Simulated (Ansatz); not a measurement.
## How many bands does the GW gap of SbAs (honeycomb monolayer) need?

Wanted: a G0W0 gap for SbAs (honeycomb monolayer) that is converged in bands and cutoff, or an estimate of the limit.

Main program and level: Ansatz 0.2.0; G0W0 on PBEsol, plane waves, PAW; PAW set soft_1.

### 1. Starting point

The cell holds 2 atoms: 1 As and 1 Sb. Cell: a = 3.773 Å, b = 3.773 Å, c = 26.200 Å, α = 90.0°, β = 90.0°, γ = 120.0°. Vacuum lies along c.

The structure was relaxed with PBEsol-D3(BJ). The runs that relaxed it are not among those shown. Spin-orbit coupling is left out unless a step names it. The Coulomb interaction is cut off across the vacuum.

### 2. 192 empty bands, screening to 41 eV

G0W0 replaces the xc potential by the self-energy, built once from these orbitals. Only a window of levels is corrected, while the sums run over the empty bands that the input names. This step takes PAW set soft_1 files.

The input, input.yaml:

```yaml
crystal:
  lattice:
    - [3.7728062046, 0.0, 0.0]
    - [-1.8864031023, 3.2673460168, 0.0]
    - [0.0, 0.0, 26.2]
  atoms:
    - { symbol: As, position: [0.3333333333, 0.6666666667, 0.5288420073] }
    - { symbol: Sb, position: [0.6666666667, 0.3333333333, 0.4711579927] }
  periodic: [true, true, false]
kpoints:
  mp_grid: { grid: [6, 6, 1] }
hamiltonian:
  xc: pbesol
  pseudopotentials: { kind: paw, azcp: { folder: soft_1 }, xc_functional: pbe }
scf:
  occupations: { method: fixed }
gw:
  n_empty_bands: 192
  ecut_chi: 41
  qp_bands: [v2, c2]
  qp_kpoints: band_edges
  screening: { model: contour_deformation }
```

Started as:

```bash
> ansatz run input.yaml --threads 8 --pin off --max-ram 17510MiB --backend cpu --events-out ev --progress --plain --runs-dir out
```

Numbers of over 12 decimals in the logs are rounded to 6 here.

Log:

```text
Engine: ansatz 0.2.0, aarch64-unknown-linux-gnu
Pseudopotentials: kind: paw
Pseudopotential: As, paw, valence charge 15, recommended cutoff 420 eV (normal), soft_1/As.paw.azcp
Pseudopotential: Sb, paw, valence charge 15, recommended cutoff 420 eV (normal), soft_1/Sb.paw.azcp
Functional definition: PBEsol
  exchange = pbesol_x
  correlation = pbesol_c
Crystal: 2 atoms, lattice volume = 322.969 Å³
Basis set: ecut = 420 eV, 6315 PW (Γ)
Bands: 19, of which v1, the nominal top of the filled ones, is band 15 counted from 1 (14 counted from 0)
Symmetry: 6 space group operations
Space group: P3m1 (ITA 156), of the structure as read, at distance tolerance 6.9e-5 Å
k-points: 7 of 36 (time reversal used)
Non-local potential: As, projectors of the file, l = 0: 2, l = 1: 2, l = 2: 3, l = 3: 1
Non-local potential: Sb, projectors of the file, l = 0: 2, l = 1: 2, l = 2: 2, l = 3: 1
PAW form: soft (Blöchl's): semilocal exchange-correlation on the pseudo side does not see the compensation charge
PAW frozen core: As, regenerated for the run's functional, and the local potential with it (the file was generated under x = pbe(κ = 0.804, μ = 0.219515), c = pbe(β = 0.066725))
PAW frozen core: Sb, regenerated for the run's functional, and the local potential with it (the file was generated under x = pbe(κ = 0.804, μ = 0.219515), c = pbe(β = 0.066725))
PAW one-centre angular grid: As, 590 points (default); XC on 64 Gauss nodes
PAW one-centre angular grid: Sb, 590 points (default); XC on 64 Gauss nodes
Initial density: superposition of atomic densities (neutral atoms: chi_scale 0, normalization atom)
Initial wavefunctions: pseudopotential atomic-orbital guess
Functional: x = pbesol(κ = 0.804, μ = 0.123457), c = pbesol(β = 0.046)
iter 1 solved again at ethr=2.40e-3 eV; its pass at ethr=3.10e-3 eV (dr2=7.21e-1 eV) is discarded
SCF iter   1: F=—  HF=-11221.005889 eV  |F-HF|=—  |Δ(HF+E_count)|=         —  Δρ=1.07e-2  dr2=7.31e-1  ethr=2.40e-3  ⟨swp⟩=1.6  Hψ=875  notcnv=0  defer=9
preconditioner: auto → none  [insulator: Δε(μ)=1.551 eV  Ē_g=9.005 eV  n_scr=14 (ndim 8)  ℏωp=6.5 eV  f_vac=0.772  ε∞_Penn≈1.5]
SCF iter   2: F=—  HF=-11221.359459 eV  |F-HF|=—  |Δ(HF+E_count)|=   3.54e-1  Δρ=1.10e-2  dr2=4.35e0  ethr=2.40e-3  ⟨swp⟩=4.6  Hψ=399  notcnv=0  defer=14  recentre
SCF iter   3: F=—  HF=-11220.933376 eV  |F-HF|=—  |Δ(HF+E_count)|=   4.26e-1  Δρ=7.26e-3  dr2=3.71e-1  ethr=2.40e-3  ⟨swp⟩=4.1  Hψ=326  notcnv=0  defer=12
SCF iter   4: F=—  HF=-11220.883866 eV  |F-HF|=—  |Δ(HF+E_count)|=   4.95e-2  Δρ=4.01e-3  dr2=4.26e-2  ethr=1.24e-3  ⟨swp⟩=3.0  Hψ=216  notcnv=0  defer=13
SCF iter   5: F=—  HF=-11220.877533 eV  |F-HF|=—  |Δ(HF+E_count)|=   6.33e-3  Δρ=6.32e-4  dr2=3.53e-3  ethr=1.42e-4  ⟨swp⟩=3.7  Hψ=216  notcnv=0  defer=13
SCF iter   6: F=—  HF=-11220.877018 eV  |F-HF|=—  |Δ(HF+E_count)|=   5.15e-4  Δρ=2.80e-4  dr2=8.90e-5  ethr=1.18e-5  ⟨swp⟩=3.3  Hψ=211  notcnv=0  defer=13
SCF iter   7: F=—  HF=-11220.877029 eV  |F-HF|=—  |Δ(HF+E_count)|=   1.15e-5  Δρ=9.74e-5  dr2=2.49e-5  ethr=2.97e-7  ⟨swp⟩=3.9  Hψ=282  notcnv=0  defer=13
SCF iter   8: F=—  HF=-11220.877028 eV  |F-HF|=—  |Δ(HF+E_count)|=   1.16e-6  Δρ=9.72e-6  dr2=2.44e-7  ethr=8.30e-8  ⟨swp⟩=2.3  Hψ=162  notcnv=0  defer=13
SCF iter   9: F=-11220.877028 eV  HF=-11220.877028 eV  |F-HF|=8.42e-9  |Δ(HF+E_count)|=   1.02e-8  Δρ=2.99e-6  dr2=2.80e-8  ethr=3.33e-10  ⟨swp⟩=14.7  Hψ=873  notcnv=0
SCF 1 converged in 9 iterations: F = -11220.877028 eV  dr2 = 2.80e-8
  greatest PAW one-centre occupation: 0.999 electrons in one spin orbital (limit 2), on the As atom at site 0 (counted from 0), in its partial waves of l = 2
NSCF: frozen V_eff on 7 k-points
G₀W₀ screening: q 1/7
[... further progress lines ...]
SCF converged after 9 iterations
Free energy (F): -11220.877028 eV
Harris-Foulkes:  -11220.877028 eV  (|F-HF|=8.42e-9)
Internal energy: -11220.877028 eV  (E = F + TS)
E sigma→0 (E₀):  -11220.877028 eV
Fermi energy:    -5.019393 eV
--- Per-component energies (eV) ---
  E_band       = -836.782261
  E_kinetic    = 259.916321
  E_local      = -40075.524466  (includes V_loc(G=0)·N_el)
  E_nonlocal   = -0.242929
  E_hartree    = 19806.472469
  E_xc         = -167.331290
  E_vxc        = -163.262023  (∫ρ·V_xc dr)
  E_paw        = -6438.876520  (= ΣΔE_a)
  E_vpaw       = -470.618317  (= ΣTr[D̂ρ^β])
  E_aug_tail   = 0.000128  (compensation charges beyond the density's cutoff)
  E_ewald      = 15393.410973
  E_core_change = 1.298285  (= ΣΔE_core)
  E_smearing   = -0.000000  (= −TS)
  E_closure    = -0.000000  (closes the sum)
  Σ components = -11220.877028   (vs F -11220.877028, Δ=0.00e0)
--- Band table (eV; the first three rows and the last of 7) ---
  k-point 0: bands = [... 11 lower, -11.9793, -5.8651, -5.0194, -5.0194, -3.1340, -1.6431, -1.6431, -0.5611]
  k-point 1: bands = [... 11 lower, -11.9245, -7.1295, -5.7082, -5.6466, -2.9450, -1.2705 (-1.2705°), -1.1164, -0.1030]
  k-point 2: bands = [... 11 lower, -12.4317, -8.6232, -6.4888, -5.9566, -3.7144, -1.6315, -0.8599, 0.7355]
  k-point 6: bands = [... 11 lower, -13.6806, -9.2543, -7.2872, -6.8944, -3.5632, -1.3737, -0.6066, 2.2750]
  ° read free of the cell's end (the report's vacuum.weakly_bound_levels)
--- G₀W₀: contour deformation, 6 samples at zero and on the imaginary axis and 2 off it, 36 q-points, 192 empty bands' worth ---
  eigenvalues of the whole cell's RPA ε∞ on this k-mesh (on a slab, of 1 + 4πα/V) = 1.1524, 4.2903, 4.2903; static W/v taken at q = 0 is 0.459986
  bands read: the sum over 207 bands ends inside a degenerate multiplet in 1 slot, whose members it reads at an even weight; the widest, k=0: bands 207 to 208 (counted from 1) at 1/2 each
  gw.qp_kpoints: band_edges: 7 of 7 stored k-points solved, in 1 pass; an edge of the gap read off the rows below is read off those points alone
    ik  band        ε_KS         Σx   Σc(E_QP)       V_xc       Z   E_QP_lin       E_QP  E_QP is
     0    14     -5.0194   -15.8277     1.0779   -14.7207  0.7309    -5.0485    -5.0484  root
     0    15     -5.0194   -15.8277     1.0779   -14.7207  0.7309    -5.0485    -5.0484  root
     0    16     -3.1340    -9.2712    -3.2464   -13.3690  0.7465    -2.2544    -2.2825  root
     0    17     -1.6431    -9.3665    -3.6308   -13.8292  0.7044    -0.7819    -0.8112  root
     1    14     -5.7082   -13.5378     1.4449   -11.7489  0.7135    -6.0567    -6.0522  root
     1    15     -5.6466   -15.6264     1.2591   -14.2855  0.7251    -5.7287    -5.7285  root
     1    16     -2.9450    -8.8318    -3.1791   -12.7652  0.7339    -2.1680    -2.1908  root
     1    17     -1.2705    -7.8798    -3.4160   -12.0164  0.7220    -0.5401    -0.5499  root
     2    14     -6.4888   -15.6339     1.6096   -13.8774  0.7135    -6.6364    -6.6356  root
     2    15     -5.9566   -14.6210     1.4451   -12.9425  0.7113    -6.1920    -6.1899  root
     2    16     -3.7144    -8.0315    -2.8549   -11.4853  0.7401    -3.1034    -3.1155  root
     2    17     -1.6315    -7.0333    -3.6059   -11.2439  0.7133    -1.0167    -1.0269  root
     3    14     -6.8141   -15.6655     1.7533   -13.7449  0.7067    -6.9821    -6.9815  root
     3    15     -6.7369   -14.3805     1.6975   -12.4046  0.6953    -7.0191    -7.0152  root
     3    16     -3.3710    -8.3441    -3.0834   -12.0682  0.7352    -2.7153    -2.7303  root
     3    17     -2.3112    -7.1920    -3.2102   -10.9682  0.7249    -1.7306    -1.7451  root
     4    14     -7.1912   -15.0841     1.7062   -13.1997  0.6980    -7.3708    -7.3693  root
     4    15     -5.6415   -14.3444     1.4032   -12.6785  0.7155    -5.9066    -5.9042  root
     4    16     -2.6283    -8.2788    -3.0831   -12.0226  0.7273    -1.9492    -1.9676  root
     4    17     -1.8508    -8.4117    -3.5401   -12.6956  0.7096    -1.0863    -1.1070  root
     5    14     -7.7406   -15.0082     2.1587   -12.6024  0.6756    -7.9897    -7.9877  root
     5    15     -6.3465   -14.8157     1.6007   -12.9761  0.7050    -6.5878    -6.5855  root
     5    16     -2.9071    -7.8417    -3.0600   -11.5070  0.7266    -2.2867    -2.3019  root
     5    17     -1.8816    -7.5531    -3.4708   -11.6754  0.7115    -1.2217    -1.2301  root
     6    14     -7.2872   -15.2133     2.0769   -12.9188  0.6729    -7.5085    -7.5047  root
     6    15     -6.8944   -14.9781     1.8341   -12.8769  0.6959    -7.1649    -7.1615  root
     6    16     -3.5632    -7.4038    -2.9338   -10.9033  0.7340    -2.9863    -2.9976  root
     6    17     -1.3737    -7.3216    -3.6632   -11.6176  0.6869    -0.7526    -0.7408  root
```

Wall time 27 s (8 threads of Arm Neoverse V1, shared host); peak memory 2.6 GiB; 3.4 min of CPU time.

Reading the cycles: dr2 is the Hartree energy of the density residual (eV), the measure of convergence; HF is the Harris–Foulkes estimate of the energy, which meets the free energy F at convergence.

Numbers from this step:

```yaml
bands_summed: 207
plane_waves_in_the_screening_matrix: 165
q_points_in_the_mesh: 36
g0w0_gap_on_the_mesh: 1.933 eV
k_of_the_valence_top: 0, 0, 0
k_of_the_conduction_bottom: 0, 0.3333, 0
starting_gap_on_the_mesh: 1.305 eV
z_at_the_valence_top: 0.7309
z_at_the_conduction_bottom: 0.7401
least_direct_g0w0_gap_on_the_computed_points: 2.766 eV
```

The gap on the mesh goes from 1.30 eV to 1.93 eV, a correction of +0.63 eV. Between the two edge states, bare exchange in place of the xc potential would open the gap by 4.56 eV, and correlation takes back 3.93 eV.

### 3. 476 empty bands, screening to 75 eV

Another rung: the empty bands reach about as high as the screening cutoff, so the two stay in balance.

input.yaml: that of step 2 with these lines changed.

```diff
@@ -16,5 +16,6 @@
   occupations: { method: fixed }
+  convergence: { dr2_threshold: 1.0e-10 }
 gw:
-  n_empty_bands: 192
-  ecut_chi: 41
+  n_empty_bands: 476
+  ecut_chi: 75.0
   qp_bands: [v2, c2]
```

Log:

```text
[...]
Crystal: 2 atoms, lattice volume = 322.969 Å³
Basis set: ecut = 420 eV, 6315 PW (Γ)
Bands: 19, of which v1, the nominal top of the filled ones, is band 15 counted from 1 (14 counted from 0)
[... 1 set-up line as in the run before ...]
[...]
k-points: 7 of 36 (time reversal used)
[...]
SCF iter  11: F=-11220.877028 eV  HF=-11220.877028 eV  |F-HF|=1.82e-12  |Δ(HF+E_count)|=  6.91e-11  Δρ=1.14e-7  dr2=5.70e-11  ethr=1.00e-12  ⟨swp⟩=13.7  Hψ=847  notcnv=0
SCF 1 converged in 11 iterations: F = -11220.877028 eV  dr2 = 5.70e-11
[...]
NSCF: frozen V_eff on 7 k-points
G₀W₀ screening: q 1/7
[... further progress lines ...]
SCF converged after 11 iterations
Free energy (F): -11220.877028 eV
[...]
Internal energy: -11220.877028 eV  (E = F + TS)
E sigma→0 (E₀):  -11220.877028 eV
Fermi energy:    -5.019509 eV
[...]
--- Band table (eV; the first three rows and the last of 7) ---
  k-point 0: bands = [... 11 lower, -11.9793, -5.8651, -5.0195, -5.0195, -3.1341, -1.6432, -1.6432, -0.5611]
  k-point 1: bands = [... 11 lower, -11.9246, -7.1296, -5.7083, -5.6468, -2.9451, -1.2706 (-1.2706°), -1.1165, -0.1030]
  k-point 2: bands = [... 11 lower, -12.4318, -8.6232, -6.4889, -5.9566, -3.7145, -1.6316, -0.8600, 0.7355]
  k-point 6: bands = [... 11 lower, -13.6807, -9.2544, -7.2873, -6.8945, -3.5632, -1.3737, -0.6066, 2.2750]
  ° read free of the cell's end (the report's vacuum.weakly_bound_levels)
[...]
0    14     -5.0195   -15.8277     0.7200   -14.7207  0.7269    -5.4109    -5.4065  root
     0    15     -5.0195   -15.8277     0.7200   -14.7207  0.7269    -5.4109    -5.4065  root
     0    16     -3.1341    -9.2713    -3.4852   -13.3691  0.7449    -2.5086    -2.5214  root
     0    17     -1.6432    -9.3665    -3.9058   -13.8292  0.6998    -1.0683    -1.0863  root
     1    14     -5.7083   -13.5378     1.2017   -11.7490  0.7112    -6.3093    -6.2954  root
     1    15     -5.6468   -15.6265     0.9244   -14.2855  0.7218    -6.0690    -6.0633  root
     1    16     -2.9451    -8.8318    -3.4073   -12.7652  0.7324    -2.4091    -2.4191  root
     1    17     -1.2706    -7.8800    -3.6487   -12.0166  0.7197    -0.7813    -0.7827  root
[...]
6    14     -7.2873   -15.2134     1.8283   -12.9189  0.6678    -7.7644    -7.7535  root
     6    15     -6.8945   -14.9781     1.5679   -12.8769  0.6938    -7.4431    -7.4278  root
     6    16     -3.5632    -7.4038    -3.0984   -10.9033  0.7332    -3.1570    -3.1621  root
     6    17     -1.3737    -7.3216    -3.8810   -11.6177  0.6866    -0.9500    -0.9586  root
```

The job ended after 2.7 min (8 threads; peak memory 7.4 GiB; 21 min of CPU time).

This step gave:

```yaml
bands_summed: 491
plane_waves_in_the_screening_matrix: 499
q_points_in_the_mesh: 36
g0w0_gap_on_the_mesh: 2.106 eV
k_of_the_valence_top: 0, 0, 0
k_of_the_conduction_bottom: 0, 0.3333, 0
starting_gap_on_the_mesh: 1.305 eV
z_at_the_valence_top: 0.7269
z_at_the_conduction_bottom: 0.7390
least_direct_g0w0_gap_on_the_computed_points: 2.885 eV
```

Against the run with 6×6×1 mesh, 192 empty bands, screening to 41 eV, PAW set soft_1 files, the gap moves by +0.17 eV.

### 4. Side by side

Times are wall times on 8 threads of Arm Neoverse V1, shared host, good to a factor of about two.

| mesh | files | frequency | bands summed | cutoff (eV) | start (eV) | G0W0 (eV) | time | host memory (GiB) |
| --- | --- | --- | --- | --- | --- | --- | --- | --- |
| 6×6×1 | PAW set soft_1 | contour deformation | 207 | 41 | 1.305 | 1.933 | 27 s | 2.6 |
| 6×6×1 | PAW set soft_1 | contour deformation | 491 | 75 | 1.305 | 2.106 | 2.7 min | 7.4 |

The parts of the quasiparticle energy at the two band edges (eV; QP = start + Σx + Σc − Vxc):

| run | edge | start | Σx | Σc | Vxc | Z | QP |
| --- | --- | --- | --- | --- | --- | --- | --- |
| 207 bands | valence top | -5.02 | -15.83 | 1.08 | -14.72 | 0.73 | -5.05 |
| 207 bands | conduction bottom | -3.71 | -8.03 | -2.85 | -11.49 | 0.74 | -3.12 |
| 491 bands | valence top | -5.02 | -15.83 | 0.72 | -14.72 | 0.73 | -5.41 |
| 491 bands | conduction bottom | -3.71 | -8.03 | -3.04 | -11.49 | 0.74 | -3.30 |

### 5. What came out

```yaml
207_bands_41_ev: 1.933 eV
491_bands_75_ev: 2.106 eV
estimated_limit_in_bands_and_cutoff: 2.23 eV
mesh_and_start: 6×6×1, PBEsol
```

**Reading.** A line in one over the bands through the two rungs gives 2.23 eV, +0.13 eV from the top rung; with two points alone it is an unchecked estimate. The rungs stand 0.30 eV (207 bands) and 0.13 eV (491 bands) from it. From 207 to 491 bands the gap moves by +0.17 eV while the time grows 6.0-fold. Σc changes by −0.36 eV at the valence top and −0.19 eV at the conduction bottom, so both edges matter. The mesh in the plane is coarse for a sheet; gap and any exciton binding can still move on denser ones. The many-body steps are scalar-relativistic: spin-orbit coupling is not in them.

[Paths, hosts, dates, memory and timing lines, banners, echoed tables and standing remarks are left out of the program output.]

[Logs are printed without paths, hosts, clocks, repeated set-up lines and the standing remarks that a program may print on its own settings, such as how far it seeks lower states.]

[Runs of the session that timed out or met a known fault of the program may be left out.]

[Cells called generated may have been cut or substituted from an entry of the Crystallography Open Database or the Materials Project.]

[Hosts, paths, dates, database ids (printed as entryN), source tags and the programs' standing remarks are cut or masked in the printed files.]
